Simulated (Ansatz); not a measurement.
# CsBe2BSe3F2: complex band structure, part 3 of 3

Aim: relax a made-up compound, CsBe2BSe3F2, and see how good a tunnel barrier it would be. It is built by putting Se for O in the CsBe2BO3F2 structure of space group R32, with the volume rescaled by atomic radii. The parent structure comes from the Materials Project.

Ansatz 0.2.0; PBEsol DFT, plane waves, PAW files (the session's first sound run).

So far, gap on the k-mesh (eV): step 3 (the bulk crystal and its band edges) 2.47.

The structure was built from a prototype and need not be the compound's stable phase.

### Step 6. Band edges at another level, cutoff 500 eV

This step: r2SCAN DFT, plane waves, PAW files (Ansatz 0.2.0).

The edges again with r2SCAN, at the same atoms. Against that run the cutoff is 500 eV against 420.

File input.yaml:

```yaml
crystal:
  lattice:
    - [3.0067507656, 1.7359483639, 6.5138514276]
    - [-3.0067507656, 1.7359483639, 6.5138514276]
    - [0.0, -3.4718967278, 6.5138514276]
  atoms:
    - { symbol: Cs, position: [0.0, 0.0, 0.0] }
    - { symbol: Be, position: [0.783904017, 0.783904017, 0.783904017] }
    - { symbol: Be, position: [0.216095983, 0.216095983, 0.216095983] }
    - { symbol: B, position: [0.5, 0.5, 0.5] }
    - { symbol: Se, position: [0.1781274924, 0.8218725076, 0.5] }
    - { symbol: Se, position: [0.5, 0.1781274924, 0.8218725076] }
    - { symbol: Se, position: [0.8218725076, 0.5, 0.1781274924] }
    - { symbol: F, position: [0.7096836043, 0.7096836043, 0.7096836043] }
    - { symbol: F, position: [0.2903163957, 0.2903163957, 0.2903163957] }
kpoints:
  mp_grid: { grid: [6, 6, 6] }
  band_path: { path: [VBM, CBM], npoints: 30 }
scf:
  occupations: { method: fixed }
hamiltonian:
  xc: r2scan
output:
  eigenvalues: true
```

On the command line:

```sh
> ansatz run input.yaml --threads 2 --pin off --max-ram 4096MiB --backend cpu --events-out ev --progress --plain --runs-dir out
```

Numbers of over 12 decimals in the logs are rounded to 6 here.

Log:

```text
[...]
Crystal: 9 atoms, lattice volume = 203.997 Å³
Basis set: ecut = 500 eV, 5159 PW (Γ), exchange–correlation on 216×216×216 points (64 copies of the dense FFT grid, shifted against one another)
Bands: 48, of which v1, the nominal top of the filled ones, is band 39 counted from 1 (38 counted from 0)
Symmetry: 6 space group operations
[...]
k-points: 32 of 216 (time reversal used)
[...]
SCF iter   1: F=—  HF=-24091.253722 eV  |F-HF|=—  |Δ(HF+E_count)|=         —  Δρ=6.56e-3  dr2=1.12e-1  dr2_τ=2.31e-1  ethr=1.77e-3  ⟨swp⟩=5.2  Hψ=5453  notcnv=0  defer=216
[...]
SCF iter   8: F=-24091.485551 eV  HF=-24091.485551 eV  |F-HF|=3.56e-8  |Δ(HF+E_count)|=   1.41e-7  Δρ=4.41e-6  dr2=3.83e-8  dr2_τ=1.94e-9  ethr=1.28e-10  ⟨swp⟩=11.9  Hψ=7676  notcnv=0
SCF 1 converged in 8 iterations: F = -24091.485551 eV  dr2 = 3.83e-8
[...]
SCF converged after 8 iterations
Free energy (F): -24091.485551 eV
[...]
Internal energy: -24091.485551 eV  (E = F + TS)
E sigma→0 (E₀):  -24091.485551 eV
Fermi energy:    3.529058 eV
[...]
--- Band table (eV; the first three rows and the last of 32) ---
  k-point 0: bands = [... 35 lower, 2.4487, 2.4487, 3.5108, 3.5108, 6.6193, 7.9964, 8.7321, 9.1927, ... 5 higher]
  k-point 1: bands = [... 35 lower, 2.1626, 2.3509, 3.0398, 3.3192, 6.6516, 8.2832, 9.0816, 9.2146, ... 5 higher]
  k-point 2: bands = [... 35 lower, 1.3743, 2.2213, 2.6604, 2.9009, 6.7128, 8.5404, 8.9672, 9.4352, ... 5 higher]
  k-point 31: bands = [... 35 lower, 2.4302, 2.4302, 3.4840, 3.4840, 6.4532, 8.6960, 9.2713, 9.2713, ... 5 higher]
```

Wall time 74 s (2 threads of Arm Neoverse V2, shared host); peak memory 1.1 GiB; 2.5 min of CPU time.

This step gave:

```yaml
free_energy: -24091.4856 eV
fermi_energy: 3.529 eV
gap_on_the_k_mesh: 2.924 eV
gap_on_path: 2.924 eV, by band count; negative where bands overlap
direct_gap_on_path: 2.960 eV
edge_places_on_path: 0, 0.3065 1/A along the path
```

Electronic bands along the path, in eV, zero at the Fermi level (highest filled level under fixed occupations); v1 is the highest filled band, c1 the lowest empty one:

```csv
point,v4,v3,v2,v1,c1,c2,c3,c4
VBM,-1.12,-1.05,-0.05,0.00,3.02,4.77,5.23,5.53
halfway,-1.13,-1.06,-0.06,-0.02,2.95,5.13,5.51,5.55
CBM,-1.10,-1.10,-0.04,-0.04,2.92,5.17,5.74,5.74
```

The searched edges give 2.92 eV, as on the mesh.

For the gap on the k-mesh, step 3 gave 2.47 eV; this run, with r2SCAN and cutoff 500 eV, gives 2.92 eV.

### Step 7. Complex bands at another level, cutoff 500 eV

This step: r2SCAN DFT, plane waves, PAW files; complex bands by layer matching along the plane's normal (Ansatz 0.2.0).

The complex bands at that level, over its own gap, at (0, 0) and (0, -0.5).

File input.yaml:

```yaml
crystal:
  lattice:
    - [6.013501531, 0.0, 0.0]
    - [3.006750766, 6.741199978, 0.0]
    - [3.006750766, -1.341089153, 5.032209295]
  atoms:
    - { symbol: Cs, position: [0.0, 0.0, 0.0] }
    - { symbol: Be, position: [0.432191966, 0.351712051, 0.783904017] }
    - { symbol: Be, position: [0.567808034, 0.648287949, 0.216095983] }
    - { symbol: B, position: [0.0, 0.5, 0.5] }
    - { symbol: Se, position: [0.3218725076, 0.5, 0.1781274924] }
    - { symbol: Se, position: [0.6781274924, 0.5, 0.5] }
    - { symbol: Se, position: [0.0, 0.5, 0.8218725076] }
    - { symbol: F, position: [0.5806327914, 0.1290508129, 0.7096836043] }
    - { symbol: F, position: [0.4193672086, 0.8709491871, 0.2903163957] }
kpoints:
  mp_grid: { grid: [6, 6, 6] }
scf:
  occupations: { method: fixed }
hamiltonian:
  xc: r2scan
output:
  eigenvalues: true
  transmission:
    leads: [[0, 0]]
    kpoints: [[0.0, 0.0], [0.0, -0.5]]
    e_range: [-1.0, 3.92]
    de: 0.1
```

Log:

```text
[...]
Crystal: 9 atoms, lattice volume = 203.997 Å³
Basis set: ecut = 500 eV, 5159 PW (Γ), exchange–correlation on 180×216×180 points (64 copies of the dense FFT grid, shifted against one another)
Bands: 48, of which v1, the nominal top of the filled ones, is band 39 counted from 1 (38 counted from 0)
Symmetry: 6 space group operations
[...]
k-points: 32 of 216 (time reversal used)
[...]
SCF iter   1: F=—  HF=-24091.253513 eV  |F-HF|=—  |Δ(HF+E_count)|=         —  Δρ=6.56e-3  dr2=1.12e-1  dr2_τ=2.31e-1  ethr=1.77e-3  ⟨swp⟩=5.2  Hψ=5462  notcnv=0  defer=212
[...]
SCF iter   8: F=-24091.485549 eV  HF=-24091.485549 eV  |F-HF|=3.58e-8  |Δ(HF+E_count)|=   1.18e-7  Δρ=4.45e-6  dr2=3.89e-8  dr2_τ=1.93e-9  ethr=1.28e-10  ⟨swp⟩=12.0  Hψ=7789  notcnv=0
SCF 1 converged in 8 iterations: F = -24091.485549 eV  dr2 = 3.89e-8
[...]
transmission: 7 of 14 steps passed
transmission: 14 of 14 steps passed
SCF converged after 8 iterations
Free energy (F): -24091.485549 eV
[...]
Internal energy: -24091.485549 eV  (E = F + TS)
E sigma→0 (E₀):  -24091.485549 eV
Fermi energy:    3.529057 eV
[...]
--- Band table (eV; the first three rows and the last of 32) ---
  k-point 0: bands = [... 35 lower, 2.4487, 2.4487, 3.5108, 3.5108, 6.6193, 7.9964, 8.7321, 9.1927, ... 5 higher]
  k-point 1: bands = [... 35 lower, 2.1626, 2.3509, 3.0398, 3.3192, 6.6516, 8.2832, 9.0816, 9.2146, ... 5 higher]
  k-point 2: bands = [... 35 lower, 1.3743, 2.2213, 2.6604, 2.9009, 6.7128, 8.5404, 8.9672, 9.4352, ... 5 higher]
  k-point 31: bands = [... 35 lower, 1.3825, 2.3055, 2.4597, 2.9501, 6.9718, 7.5379, 8.6439, 8.6581, ... 5 higher]
--- Transmission ---
  basis      : 423 plane waves across, 7 finite elements along
  points     : 2, as listed
[...]
channels       : 0.000000e0 a spin
[...]
slowest decay  : 0.2309 /Å at (0.0000, 0.0000)
```

It took 2.6 min on 2 threads; peak memory 2.1 GiB; 5.2 min of CPU time.

Numbers from this step:

| Quantity | Value |
| --- | --- |
| free energy | -24091.4855 eV |
| level to which the leads are filled | 1.462 eV from the Fermi level |
| decay constant at the filling level, zone centre | 0.2309 Å⁻¹ |
| decay constant at the filling level, slowest listed point | 0.2309 Å⁻¹ |

K parallel (0, 0); values up to 1.5 1/Å, a degenerate pair printed once or twice; energies at which all values exceed this have no row. The Im kz of the slowest decaying states by energy, zero at the highest filled level on the SCF mesh:

```csv
energy (eV),decay 1 (Å⁻¹),decay 2 (Å⁻¹),decay 3 (Å⁻¹),decay 4 (Å⁻¹)
-1.0000,0.127,0.131,0.174,0.213
-0.8000,0.152,0.277,0.310,0.551
-0.5000,0.203,0.415,0.559,0.768
-0.3000,0.222,0.457,0.577,0.765
0.0000,0.0342,0.0618,0.243,0.492
0.2000,0.112,0.209,0.253,0.507
0.5000,0.162,0.264,0.312,0.521
0.7000,0.183,0.268,0.360,0.528
1.0000,0.206,0.272,0.421,0.533
1.2000,0.218,0.273,0.460,0.533
1.5000,0.231,0.272,0.516,0.551
1.7000,0.237,0.270,0.499,0.593
2.0000,0.243,0.264,0.478,0.580
2.2000,0.246,0.259,0.462,0.560
2.5000,0.247,0.249,0.431,0.531
2.7000,0.241,0.246,0.400,0.511
3.0000,0.226,0.265,0.295,0.480
3.2000,0.229,0.284,0.368,0.459
3.5000,0.181,0.222,0.365,0.399
3.7000,0.161,0.213,0.343,0.422
```

K parallel (0, -0.5); values up to 1.5 1/Å, a degenerate pair printed once or twice; energies at which all values exceed this have no row. Table of Im kz of the slowest decaying states by energy, zero at the highest filled level on the SCF mesh:

```csv
energy (eV),decay 1 (Å⁻¹),decay 2 (Å⁻¹),decay 3 (Å⁻¹),decay 4 (Å⁻¹)
-1.00,0.0937,0.156,0.197,0.770
-0.80,0.133,0.275,0.767,1.04
-0.50,0.197,0.380,0.763,1.01
-0.30,0.218,0.425,0.761,0.999
0.00,0.0537,0.0958,0.240,0.471
0.20,0.119,0.219,0.250,0.492
0.50,0.167,0.262,0.319,0.513
0.70,0.188,0.267,0.369,0.522
1.00,0.211,0.271,0.440,0.524
1.20,0.222,0.273,0.506,0.512
1.40,0.231,0.272,0.492,0.581
1.70,0.241,0.270,0.473,0.672
1.90,0.245,0.267,0.458,0.712
2.20,0.249,0.260,0.428,0.696
2.40,0.250,0.253,0.400,0.683
2.70,0.241,0.250,0.333,0.658
2.90,0.125,0.231,0.244,0.339
3.20,0.215,0.240,0.380,0.609
3.40,0.124,0.212,0.235,0.385
3.70,0.155,0.224,0.284,0.383
3.90,0.131,0.215,0.319,0.376
```

At the listed wavevectors the last open channel is at -0.10 eV and the next at +3.00 eV on the grid. At +1.50 eV, the grid energy nearest the filling level (the middle of the gap on the SCF mesh), the slowest state at the listed wavevectors decays with κ = 0.231 Å⁻¹, its amplitude falling by e over 4.3 Å; the first such run, plane (101), gave 0.212 Å⁻¹.

### Step 8. A repeat with changed settings

In this try the input is made faulty on purpose, to show what that does.

This step: PBEsol DFT, plane waves, PAW files; complex bands by layer matching along the plane's normal; changed: scf.max_iter = [1, 2] (Ansatz 0.2.0).

input.yaml: that of step 7 with these lines changed.

```diff
@@ -19,4 +19,5 @@
   occupations: { method: fixed }
+  max_iter: [1, 2]
 hamiltonian:
-  xc: r2scan
+  xc: pbesol
 output:
@@ -26,3 +27,3 @@
     kpoints: [[0.0, 0.0], [0.0, -0.5]]
-    e_range: [-1.0, 3.92]
-    de: 0.1
+    e_range: [-1.0, 3.47]
+    de: 0.09
```

Log:

```text
Error: YAML parse error: error: line 20 column 13: expected string scalar
  --> <input>:20:13
   |
18 | scf:
19 |   occupations: { method: fixed }
20 |   max_iter: [1, 2]
   |             ^ expected string scalar
21 | hamiltonian:
22 |   xc: pbesol
   |
```

The job ended after 0.02 s (2 threads; peak memory 0.021 GiB).

The input was rejected at the start.

The program's message: “Error: YAML parse error: error: line 20 column 13: expected string scalar”

The change that led to it: scf.max_iter = [1, 2].

### Step 9. The same cell, other settings: accuracy = "medium"

This step: PBEsol DFT, plane waves, PAW files; complex bands by layer matching along the plane's normal; changed: accuracy = "medium" (Ansatz 0.2.0).

This run repeats an earlier one, its twin (the complex run, plane (101)), with one setting changed (accuracy; files written aside). It is meant to test how the run responds. Where the input is shown as a difference, that is against the step before, not the twin.

input.yaml: that of step 8 with these lines changed.

```diff
@@ -19,3 +19,2 @@
   occupations: { method: fixed }
-  max_iter: [1, 2]
 hamiltonian:
@@ -29 +28,2 @@
     de: 0.09
+accuracy: medium
```

Log:

```text
[...]
Crystal: 9 atoms, lattice volume = 203.997 Å³
Basis set: ecut = 420 eV, 3987 PW (Γ)
Bands: 48, of which v1, the nominal top of the filled ones, is band 39 counted from 1 (38 counted from 0)
Symmetry: 6 space group operations
[...]
k-points: 32 of 216 (time reversal used)
[...]
SCF iter   1: F=—  HF=-23799.805948 eV  |F-HF|=—  |Δ(HF+E_count)|=         —  Δρ=5.17e-3  dr2=4.05e-2  ethr=1.77e-3  ⟨swp⟩=5.2  Hψ=5456  notcnv=0  defer=205
[...]
SCF iter   8: F=-23799.795652 eV  HF=-23799.795652 eV  |F-HF|=1.48e-8  |Δ(HF+E_count)|=   3.28e-7  Δρ=3.24e-6  dr2=4.44e-8  ethr=1.28e-10  ⟨swp⟩=12.9  Hψ=6546  notcnv=0
SCF 1 converged in 8 iterations: F = -23799.795652 eV  dr2 = 4.44e-8
[...]
transmission: 7 of 14 steps passed
transmission: 14 of 14 steps passed
SCF converged after 8 iterations
Free energy (F): -23799.795652 eV
[...]
Internal energy: -23799.795652 eV  (E = F + TS)
E sigma→0 (E₀):  -23799.795652 eV
Fermi energy:    3.722106 eV
[...]
--- Band table (eV; the first three rows and the last of 32) ---
  k-point 0: bands = [... 35 lower, 2.7007, 2.7007, 3.7027, 3.7027, 6.3790, 7.5654, 8.3024, 8.8360, ... 5 higher]
  k-point 1: bands = [... 35 lower, 2.4050, 2.6020, 3.2346, 3.5108, 6.4139, 7.8812, 8.6457, 8.8796, ... 5 higher]
  k-point 2: bands = [... 35 lower, 1.6206, 2.4597, 2.8766, 3.0973, 6.4755, 8.1993, 8.5631, 9.0107, ... 5 higher]
  k-point 31: bands = [... 35 lower, 1.6591, 2.5136, 2.6785, 3.1584, 6.7445, 7.2371, 8.2187, 8.2344, ... 5 higher]
--- Transmission ---
  basis      : 361 plane waves across, 7 finite elements along
  points     : 2, as listed
[...]
channels       : 0.000000e0 a spin
[...]
slowest decay  : 0.2118 /Å at (0.0000, 0.0000)
```

Wall time 1.7 min (2 threads); peak memory 1.5 GiB; 3.3 min of CPU time.

Numbers from this step:

* free energy: -23799.7957 eV
* Fermi energy: 3.722 eV
* gap on the k-mesh: 2.465 eV
* level to which the leads are filled: 1.233 eV from the Fermi level
* decay constant at the filling level, zone centre: 0.2118 Å⁻¹
* decay constant at the filling level, slowest listed point: 0.2118 Å⁻¹

K parallel (0, 0); values up to 1.5 1/Å, a degenerate pair printed once or twice; energies at which all values exceed this have no row. The Im kz of the slowest decaying states by energy, zero at the highest filled level on the SCF mesh:

```csv
energy (eV),decay 1 (Å⁻¹),decay 2 (Å⁻¹),decay 3 (Å⁻¹),decay 4 (Å⁻¹)
-1.00,0.0668,0.0815,0.0890,0.243
-0.82,0.0820,0.120,0.222,0.270
-0.64,0.176,0.344,0.524,0.751
-0.46,0.200,0.407,0.532,0.747
-0.28,0.217,0.444,0.552,0.744
-0.10,0.229,0.466,0.573,0.742
-0.01,0.0245,0.0441,0.234,0.475
0.08,0.0765,0.143,0.239,0.482
0.26,0.122,0.234,0.246,0.493
0.44,0.150,0.252,0.293,0.501
0.62,0.171,0.256,0.340,0.507
0.80,0.186,0.258,0.379,0.512
0.98,0.198,0.259,0.414,0.514
1.16,0.208,0.259,0.453,0.512
1.25,0.212,0.258,0.481,0.507
1.43,0.218,0.256,0.483,0.553
1.61,0.223,0.253,0.466,0.574
1.79,0.226,0.249,0.451,0.564
1.97,0.228,0.243,0.434,0.538
2.15,0.228,0.237,0.412,0.517
2.33,0.228,0.229,0.381,0.498
2.51,0.220,0.231,0.327,0.478
2.69,0.209,0.217,0.356,0.396
2.87,0.180,0.209,0.329,0.364
3.05,0.170,0.201,0.353,0.386
3.23,0.151,0.190,0.331,0.410
3.41,0.126,0.173,0.301,0.412
```

K parallel (0, -0.5); values up to 1.5 1/Å, a degenerate pair printed once or twice; energies at which all values exceed this have no row. Im kz of the slowest decaying states against energy, zero at the highest filled level on the SCF mesh:

```csv
energy (eV),decay 1 (Å⁻¹),decay 2 (Å⁻¹),decay 3 (Å⁻¹),decay 4 (Å⁻¹)
-1.00,0.0997,0.102,0.251,0.749
-0.82,0.0927,0.234,0.743,1.01
-0.55,0.181,0.346,0.738,0.992
-0.37,0.203,0.393,0.736,0.976
-0.10,0.226,0.442,0.732,0.953
-0.01,0.0493,0.0881,0.231,0.454
0.08,0.0876,0.159,0.236,0.465
0.35,0.144,0.247,0.273,0.488
0.53,0.167,0.252,0.324,0.498
0.80,0.192,0.257,0.389,0.506
0.98,0.204,0.258,0.437,0.502
1.16,0.213,0.258,0.474,0.528
1.43,0.223,0.256,0.450,0.624
1.61,0.228,0.253,0.435,0.677
1.88,0.233,0.247,0.404,0.677
2.06,0.234,0.241,0.375,0.666
2.33,0.229,0.234,0.302,0.643
2.51,0.220,0.231,0.368,0.624
2.78,0.206,0.226,0.385,0.595
2.96,0.103,0.205,0.220,0.386
3.23,0.144,0.210,0.268,0.382
3.41,0.121,0.200,0.303,0.375
```

The energy agrees with the twin's within 2e-6 eV and the result to the printed digits, after as many cycles: the change makes no difference here.

### Step 10. Summary of results

```yaml
band_gap: 2.47 eV
least_decay_constant_at_mid_gap_normal_to_101: 0.212 Å⁻¹
least_decay_constant_at_mid_gap_normal_to_001: 0.481 Å⁻¹
least_decay_constant_r2scan: 0.231 Å⁻¹
```

With PBEsol, the slowest decay at the wavevectors tried is κ = 0.212 Å⁻¹, normal to (101). Through such a film the transmission near mid-gap falls as exp(−2κd), a factor of ten every 5.4 Å. The decay depends on direction: 2.3 times faster normal to (001). A free electron under a barrier of half the gap would need a mass of 0.14 mₑ to decay at this rate. With r2SCAN the gap goes from 2.47 to 2.92 eV and the decay constant, over the first 2 listed wavevectors, from 0.212 to 0.231 Å⁻¹. The compound is made up by substitution; its stability against other phases and against distortions of the cell's symmetry was not tested. A semilocal functional narrows gaps, so real decay constants are likely larger.

[Logs are printed without paths, hosts, clocks, repeated set-up lines and the standing remarks that a program may print on its own settings, such as how far it seeks lower states.]

[Hosts, paths, dates, database ids (printed as entryN), source tags and the programs' standing remarks are cut or masked in the printed files.]
